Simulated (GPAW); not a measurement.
Two runs for the Co K edge of atom 1 in CoSi2 (Fm-3m). Run A: GPAW, PBE, excited-electron core hole (neutral cell), 18-atom cell with 6.6 Å between holes, 3×3×3 k points, dipole transitions, Gaussian full width 1.33 eV up to 4 eV, rising linearly to 3.5 eV at 25 eV. Run B differs in one choice.

Energy from the lowest empty level; intensity scaled to a mean of 1 over the first 20 eV:

```
E (eV)     A     B
  -2.0  0.00  0.00
  -1.5  0.01  0.00
  -1.0  0.06  0.00
  -0.5  0.24  0.02
   0.0  0.50  0.84
   0.5  0.55  0.64
   1.0  0.43  0.25
   1.5  0.41  0.42
   2.0  0.43  0.55
   2.5  0.41  0.30
   3.0  0.44  0.40
   3.5  0.54  0.56
   4.0  0.59  0.75
   4.5  0.57  0.40
   5.0  0.59  0.57
   5.5  0.68  0.62
   6.0  0.81  0.78
   6.5  0.94  0.96
   7.0  1.04  1.04
   7.5  1.10  1.25
   8.0  1.14  0.95
   8.5  1.21  1.02
   9.0  1.26  1.70
   9.5  1.25  1.25
  10.0  1.19  0.96
  10.5  1.17  1.09
  11.0  1.20  1.27
  11.5  1.25  1.19
  12.0  1.29  1.26
  12.5  1.31  1.45
  13.0  1.26  1.50
  13.5  1.17  1.20
  14.0  1.06  0.88
  14.5  0.99  0.85
  15.0  0.97  0.88
  15.5  1.00  0.92
  16.0  1.06  1.05
  16.5  1.12  1.19
  17.0  1.18  1.26
  17.5  1.25  1.08
  18.0  1.34  1.05
  18.5  1.46  1.35
  19.0  1.58  1.81
  19.5  1.68  1.98
  20.0  1.77  1.69
  20.5  1.84  1.58
  21.0  1.93  1.79
  21.5  2.04  1.92
  22.0  2.16  2.08
  22.5  2.25  2.41
  23.0  2.30  2.70
  23.5  2.29  2.79
  24.0  2.21  2.62
  24.5  2.09  2.09
  25.0  1.97  1.58
  25.5  1.88  1.49
  26.0  1.85  1.63
  26.5  1.89  1.72
  27.0  1.98  1.77
  27.5  2.12  1.97
  28.0  2.28  2.34
  28.5  2.45  2.55
  29.0  2.60  2.59
  29.5  2.72  2.80
  30.0  2.79  3.14
  30.5  2.79  3.32
  31.0  2.72  3.19
```

The database entry behind the starting cell differs from later determinations by our own check (0.1 to 0.3 % short, probably kX units), so it need not match the best structure at ambient conditions.

Q: What was changed?
a) the plane-wave cutoff
b) the volume of the cell
c) the k mesh of the field
d) the broadening

(d): run B changes the broadening from Gaussian full width 1.33 eV up to 4 eV, rising linearly to 3.5 eV at 25 eV to Gaussian full width 0.5 eV up to 4 eV, rising linearly to 1.5 eV at 25 eV. Against the first run the r.m.s. difference is 13 %. The highest intensity below 24 eV goes from 23.1 eV (2.30) to 23.5 eV (2.79). Other settings could leave a like mark; this is the one that was changed.

[Banner, clock and machine lines of the logs are left out without a mark of their own.]

[Logs are printed without paths, hosts, clocks, repeated set-up lines and the standing remarks that a program may print on its own settings, such as how far it seeks lower states.]

[Hosts, paths, dates, database ids (printed as entryN), source tags and the programs' standing remarks are cut or masked in the printed files.]

[Lists of maxima count a maximum above −3 eV only where it reaches 4 % of the highest in the window and stands out from its surroundings by 2 % of it (1.5 % where it reaches 55 %); shoulders and weaker maxima are passed over, and of the rest the first, up to two pre-edge ones and the few strongest are named.]
